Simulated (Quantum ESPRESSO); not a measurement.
# Wannier-interpolated electron–phonon scattering in TiC (Fm-3m), part 5 of 6

Wanted: λ, Tc and ρ(T) of TiC (Fm-3m) from Quantum ESPRESSO and EPW.

Quantum ESPRESSO 7.5; DFT PBE, scalar-relativistic, plane waves, PseudoDojo 0.4.1 norm-conserving pseudopotentials.

So far, coupling constant λ: step 8 (coupling and Tc: fine k 16×16×16, q 8×8×8, width 0.15 eV, window 0.61 eV) 0.240; step 12 (coupling and Tc: fine k 26×26×26, q 13×13×13, width 0.1 eV, window 0.41 eV) 0.231. Also resistivity at 300 K (μΩ cm): step 9 (resistivity: fine k 20×20×20, q 10×10×10, adaptive width …) 24.1; step 10 (fine q mesh 8×8×8, fine mesh 8×8×8) 52.4; step 11 (fine q mesh 13×13×13, fine mesh 26×26×26) 21.9.

## 13. Resistivity: fine k 32×32×32, q 16×16×16, adaptive width, window 0.32 eV

At these temperatures only states within a few k_B T of the Fermi level carry current, so the mesh must be dense; it is refined.

bte-3.in reads:

```
--
&inputepw
   prefix = 'x'
   outdir = './tmp'
   dvscf_dir = './save'
   elph = .true.
   etf_mem = 1
   nbndsub = 10
   bands_skipped = 'exclude_bands = 1-4'
   use_ws = .true.
   vme = 'wannier'
   asr_typ = 'crystal'
   nk1 = 9
   nk2 = 9
   nk3 = 9
   nq1 = 3
   nq2 = 3
   nq3 = 3
   amass(1) = 47.867
   amass(2) = 12.011
   epwwrite = .false.
   epwread = .true.
   wannierize = .false.
   nkf1 = 32
   nkf2 = 32
   nkf3 = 32
   nqf1 = 16
   nqf2 = 16
   nqf3 = 16
   mp_mesh_k = .true.
   scattering = .true.
   iterative_bte = .true.
   epmatkqread = .false.
   assume_metal = .true.
   int_mob = .false.
   carrier = .false.
   ngaussw = -99
   mob_maxiter = 200
   broyden_beta = 0.7
   fsthick = 0.32
   degaussw = 0.0
   nstemp = 6
   temps = 150 200 273 300 400 500
   restart = .false.
   selecqread = .false.
/
```

Command:

```bash
> OMP_NUM_THREADS=1 mpirun -n 8 epw.x -nk 8 -in bte-3.in > bte-3.out
```

Output:

```text
[the first part of the log is left out]
     =============================================================================================
     Start solving iterative Boltzmann Transport Equation
     =============================================================================================
     Iteration number:         1
     =============================================================================================
       Temp     Fermi        DOS        Population SR                 Conductivity
        [K]      [eV]    [states/Ry] [carriers per cell]               [Ohm.cm]^-1
     =============================================================================================
      150.000  14.7249   0.28343E+01   0.00000E+00    0.901411E+05    0.153477E-12    0.130057E-12
                                       0.13340E-14    0.290676E-15    0.901411E+05    0.334713E-12
                                      -0.93999E-15   -0.192853E-13   -0.883655E-13    0.901411E+05
      200.000  14.7233   0.29969E+01   0.00000E+00    0.782787E+05    0.000000E+00    0.368585E-13
                                      -0.30531E-14    0.738317E-13    0.782787E+05    0.157546E-12
                                      -0.84435E-15   -0.374126E-13   -0.325557E-13    0.782787E+05
      273.000  14.7218   0.20937E+01   0.00000E+00    0.612190E+05    0.418574E-13   -0.423124E-13
                                       0.44409E-15   -0.744131E-13    0.612190E+05    0.837147E-13
                                      -0.15736E-14    0.647761E-13    0.279049E-13    0.612190E+05
      300.000  14.7214   0.18157E+01  -0.88818E-15    0.558651E+05   -0.418574E-13    0.413976E-13
                                       0.99920E-15   -0.111617E-12    0.558651E+05   -0.390669E-12
                                       0.36438E-14    0.415084E-13    0.204636E-12    0.558651E+05
      400.000  14.7203   0.16610E+01   0.44409E-15    0.408693E+05   -0.348811E-13    0.147135E-13
                                      -0.99920E-15   -0.744153E-13    0.408693E+05   -0.338347E-12
                                      -0.12399E-14    0.333916E-13   -0.263934E-12    0.408693E+05
      500.000  14.7195   0.21283E+01  -0.44409E-15    0.315007E+05   -0.930163E-13   -0.496417E-14
                                      -0.11059E-15   -0.174406E-13    0.315007E+05    0.453409E-13
                                       0.17615E-14   -0.374403E-14    0.124409E-12    0.315007E+05
                                                      0.901411E+05    Max error
     [...]
     Iteration number:        16
     =============================================================================================
       Temp     Fermi        DOS        Population SR                 Conductivity
        [K]      [eV]    [states/Ry] [carriers per cell]               [Ohm.cm]^-1
     =============================================================================================
      150.000  14.7249   0.28343E+01   0.00000E+00    0.912449E+05   -0.148826E-12   -0.167601E-12
                                      -0.29005E-14   -0.744857E-13    0.912449E+05   -0.930890E-13
                                      -0.93562E-14    0.130031E-12    0.558098E-13    0.912449E+05
      200.000  14.7233   0.29969E+01   0.00000E+00    0.792717E+05   -0.148825E-12    0.111269E-12
                                      -0.68834E-14   -0.842961E-13    0.792717E+05   -0.345323E-12
                                       0.39287E-14    0.381494E-13   -0.290676E-13    0.792717E+05
      273.000  14.7218   0.20937E+01   0.00000E+00    0.620104E+05    0.465082E-14   -0.423123E-13
                                       0.18874E-14   -0.418574E-13    0.620104E+05   -0.563912E-12
                                      -0.68584E-15   -0.503409E-13   -0.563912E-12    0.620104E+05
      300.000  14.7214   0.18157E+01   0.00000E+00    0.565893E+05   -0.418574E-13    0.367470E-13
                                       0.12210E-14    0.000000E+00    0.565893E+05   -0.719714E-12
                                      -0.21302E-14    0.461499E-13   -0.124409E-12    0.565893E+05
      400.000  14.7203   0.16610E+01   0.00000E+00    0.414021E+05   -0.930163E-13   -0.854039E-14
                                      -0.33301E-15    0.567727E-18    0.414021E+05    0.296487E-12
                                       0.91993E-16   -0.963322E-14   -0.116270E-14    0.414021E+05
      500.000  14.7195   0.21283E+01   0.00000E+00    0.319152E+05   -0.930163E-13    0.136394E-13
                                      -0.44366E-15   -0.720877E-13    0.319152E+05   -0.464991E-13
                                       0.20635E-15   -0.259980E-14   -0.195316E-12    0.319152E+05
                                                      0.866305E-06    Max error
```

Elapsed: 14 min, on 8 MPI ranks of Arm Neoverse N1, shared host.

Numbers from this step:

* resistivity at 300 K: 17.67 μΩ cm

Resistivity, by row:

| T (K) | rho_xx (μΩ cm) | rho_yy | rho_zz | relaxation-time approximation, mean of the axes (μΩ cm) |
| --- | --- | --- | --- | --- |
| 150 | 10.96 | 10.96 | 10.96 | 10.32 |
| 200 | 12.61 | 12.61 | 12.61 | 11.88 |
| 273 | 16.13 | 16.13 | 16.13 | 15.21 |
| 300 | 17.67 | 17.67 | 17.67 | 16.68 |
| 400 | 24.15 | 24.15 | 24.15 | 22.82 |
| 500 | 31.33 | 31.33 | 31.33 | 29.6 |

ρ(300 K) = 17.7 μΩ cm, against 21.9 before (-19 %); the relaxation-time start gave 16.7. The largest adaptive width printed is 0.27 eV, against a window of 0.32 eV outside which no state is counted.

## 14. Coupling and Tc: fine k 26×26×26, q 13×13×13, width 0.05 eV, window 0.3 eV

The sum is repeated with other delta width and window to test it.

a2f-3.in reads:

```
--
&inputepw
   prefix = 'x'
   outdir = './tmp'
   dvscf_dir = './save'
   elph = .true.
   etf_mem = 1
   nbndsub = 10
   bands_skipped = 'exclude_bands = 1-4'
   use_ws = .true.
   vme = 'wannier'
   asr_typ = 'crystal'
   nk1 = 9
   nk2 = 9
   nk3 = 9
   nq1 = 3
   nq2 = 3
   nq3 = 3
   amass(1) = 47.867
   amass(2) = 12.011
   epwwrite = .false.
   epwread = .true.
   wannierize = .false.
   nkf1 = 26
   nkf2 = 26
   nkf3 = 26
   nqf1 = 13
   nqf2 = 13
   nqf3 = 13
   mp_mesh_k = .true.
   ephwrite = .true.
   eliashberg = .true.
   liso = .true.
   limag = .true.
   tc_linear = .true.
   tc_linear_solver = 'lapack'
   fsthick = 0.3
   degaussw = 0.05
   degaussq = 0.5
   nqstep = 500
   muc = 0.13
   wscut = 0.3
   nsiter = 500
   nstemp = 7
   temps = 0.5 1.0 2.0 4.0 8.0 16.0 32.0
/
```

Command:

```bash
> OMP_NUM_THREADS=1 mpirun -n 8 epw.x -nk 8 -in a2f-3.in > a2f-3.out
```

Output:

```text
[the first part of the log is left out]
            Electron smearing (eV) =    0.500000000000000D-01
                 Fermi window (eV) =    0.300000000000000D+00
     Finish writing .ephmat files
     ===================================================================
     Memory usage:  VmHWM =        79Mb
                   VmPeak =       554Mb
     ===================================================================
     Finish writing dos file x.dos
     Finish writing phdos files x.phdos and x.phdos_proj
     ===================================================================
     Solve isotropic Eliashberg equations
     ===================================================================
     Finish reading freq file
                  Fermi level (eV) =     1.4739311157E+01
     DOS(states/spin/eV/Unit Cell) =     1.5739832776E-01
            Electron smearing (eV) =     5.0000000000E-02
                 Fermi window (eV) =     3.0000000000E-01
     Nr irreducible k-points within the Fermi shell =        54 out of       511
           3 bands within the Fermi window
     Finish reading egnv file
     Max nr of q-points =       176
     Finish reading ikmap files
     Start reading .ephmat files
     Finish reading .ephmat files
     a2f file is not found to estimate initial gap: calculating a2f files
     Finish reading a2f file
     Electron-phonon coupling strength =    0.2476059
     Estimated Tc using McMillan expression =   0.0008 K for muc =   0.1300
     Estimated Tc using Allen-Dynes modified McMillan expression =   0.0008 K
     Estimated Tc using SISSO machine learning model =   0.0010 K
     Estimated w_log =  49.1977 meV
     Estimated BCS superconducting gap using McMillan Tc =   0.0001 meV
     WARNING WARNING WARNING
     The code may crash since tempsmin =    0.500 K is larger than McMillan Tc =     0.001 K
     Start: Solving (isotropic) linearized Eliashberg equation with solver = lapack
     For the first Temp.    0.50  K
       Total number of frequency points nsiw(     1) =   1108
       Cutoff frequency wscut =     0.3001
     Superconducting transition temp. Tc is the one which has Max. eigenvalue close to 1
      -----------------------------------------------------------------
             Temp.       Max.         nsiw     wscut    Nr. of iters
             (K)       eigenvalue    (itemp)   (eV)      to Converge
      -----------------------------------------------------------------
             0.50      0.5871712     1108      0.3001        1
             1.00      0.5071457      554      0.3002        1
             2.00      0.4275705      277      0.3005        1
             4.00      0.3489260      139      0.3021        1
             8.00      0.2704145       69      0.3010        1
            16.00      0.1949476       35      0.3075        1
            32.00      0.1193161       17      0.3032        1
      -----------------------------------------------------------------
     Finish: Solving (isotropic) linearized Eliashberg equation
```

It took 4.8 min on 8 MPI ranks.

This step gave:

```
coupling constant λ                  : 0.2476
log mean phonon energy ħω_log        : 49.20 meV
density of states at the Fermi level : 0.1574 states/eV a spin and cell
Fermi level on the fine mesh         : 14.74 eV
```

Table of a2F by phonon energy; read off at these points:

```
phonon energy (meV)     a2F
                0.2       0
                2.6       0
                5.9  7.0e-4
                8.3       0
               10.8  0.0026
               14.0  0.0102
               16.4   0.006
               18.9  0.0175
               22.1  0.0092
               24.6  0.0161
               27.8  0.0082
               30.2  0.0453
               32.7  0.0441
               35.1   0.266
               35.9   0.175
               38.4  0.0363
               40.8  0.0176
               44.0  0.0432
               46.5  0.0129
               48.9   0.022
               52.1       0
               54.6       0
               57.0       0
               60.3       0
               62.7   0.389
               64.3   0.957
               65.1   0.575
               68.4   0.210
               70.0   0.266
               70.8   0.165
               73.2   0.388
               75.7   0.230
               76.5   0.103
               78.9   0.063
               82.2  0.0265
               84.6  0.0151
               87.0  1.0e-4
               90.3       0
               92.7       0
               95.2       0
               98.4       0
              100.8       0
```

λ = 0.248 and ħω_log = 49.2 meV, against 0.231 and 48.3 with fine k 26×26×26, q 13×13×13, width 0.1 eV (+7 % in λ). The eigenvalue stays under 1 down to 0.5 K.

## 15. Coupling and Tc: fine k 32×32×32, q 16×16×16, width 0.1 eV, window 0.41 eV

The sum is repeated with other meshes, delta width and window to test it.

a2f-4.in, as its differences from a2f-3.in of step 14:

```diff
@@ -23,8 +23,8 @@
    wannierize = .false.
-   nkf1 = 26
-   nkf2 = 26
-   nkf3 = 26
-   nqf1 = 13
-   nqf2 = 13
-   nqf3 = 13
+   nkf1 = 32
+   nkf2 = 32
+   nkf3 = 32
+   nqf1 = 16
+   nqf2 = 16
+   nqf3 = 16
    mp_mesh_k = .true.
@@ -36,4 +36,4 @@
    tc_linear_solver = 'lapack'
-   fsthick = 0.3
-   degaussw = 0.05
+   fsthick = 0.41
+   degaussw = 0.1
    degaussq = 0.5
```

Command:

```bash
> OMP_NUM_THREADS=1 mpirun -n 8 epw.x -nk 8 -in a2f-4.in > a2f-4.out
```

Output:

```text
[the first part of the log is left out]
              ibndmax =     5  ebndmax =    15.127 eV
     Number of ep-matrix elements per pool :        10848 ~=   84.75 Kb (@ 8 bytes/ DP)
     We only need to compute     2034 q-points
     Nr. of irreducible k-points on the uniform grid:       897
     Finish mapping k+sign*q onto the fine irreducibe k-mesh and writing .ikmap file
     Nr irreducible k-points within the Fermi shell =       111 out of       897
                  Fermi level (eV) =    0.147209980301508D+02
     DOS(states/spin/eV/Unit Cell) =    0.163000636255535D+00
            Electron smearing (eV) =    0.100000000000000D+00
                 Fermi window (eV) =    0.410000000000000D+00
     Finish writing .ephmat files
     ===================================================================
     Memory usage:  VmHWM =        80Mb
                   VmPeak =       556Mb
     ===================================================================
     Finish writing dos file x.dos
     Finish writing phdos files x.phdos and x.phdos_proj
     ===================================================================
     Solve isotropic Eliashberg equations
     ===================================================================
     Finish reading freq file
                  Fermi level (eV) =     1.4720998030E+01
     DOS(states/spin/eV/Unit Cell) =     1.6300063626E-01
            Electron smearing (eV) =     1.0000000000E-01
                 Fermi window (eV) =     4.1000000000E-01
     Nr irreducible k-points within the Fermi shell =       111 out of       897
           3 bands within the Fermi window
     Finish reading egnv file
     Max nr of q-points =       388
     Finish reading ikmap files
     Start reading .ephmat files
     Finish reading .ephmat files
     a2f file is not found to estimate initial gap: calculating a2f files
     Finish reading a2f file
     Electron-phonon coupling strength =    0.2132470
 %%%%%%%%%%%%%%%%%%%%%%%%%%%%%%%%%%%%%%%%%%%%%%%%%%%%%%%%%%%%%%%%%%%%%%%%%%%%%%
     Error in routine estimate_tc_gap (1):
     initial guess for gap edge should be > 0.d0
 %%%%%%%%%%%%%%%%%%%%%%%%%%%%%%%%%%%%%%%%%%%%%%%%%%%%%%%%%%%%%%%%%%%%%%%%%%%%%%
     stopping ...
--------------------------------------------------------------------------
MPI_ABORT was invoked on rank 0 in communicator MPI_COMM_WORLD
  Proc: [[9201,1],0]
  Errorcode: 1
You may or may not see output from other processes, depending on
exactly when Open MPI kills them.
--------------------------------------------------------------------------
--------------------------------------------------------------------------
prterun has exited due to process rank 0 with PID 0 on node (host) calling
"abort". This may have caused other processes in the application to be
terminated by signals sent by prterun (as reported here).
--------------------------------------------------------------------------
```

It took 11 min on 8 MPI ranks.

The run ended with an error.

The program's message: “Error in routine estimate_tc_gap (1): initial guess for gap edge should be > 0.d0”

[end of part 5 of 6]

[The logs of pw.x and epw.x are selected lines.]

[Logs are printed without paths, hosts, clocks, repeated set-up lines and the standing remarks that a program may print on its own settings, such as how far it seeks lower states.]

[Hosts, paths, dates, database ids (printed as entryN), source tags and the programs' standing remarks are cut or masked in the printed files.]
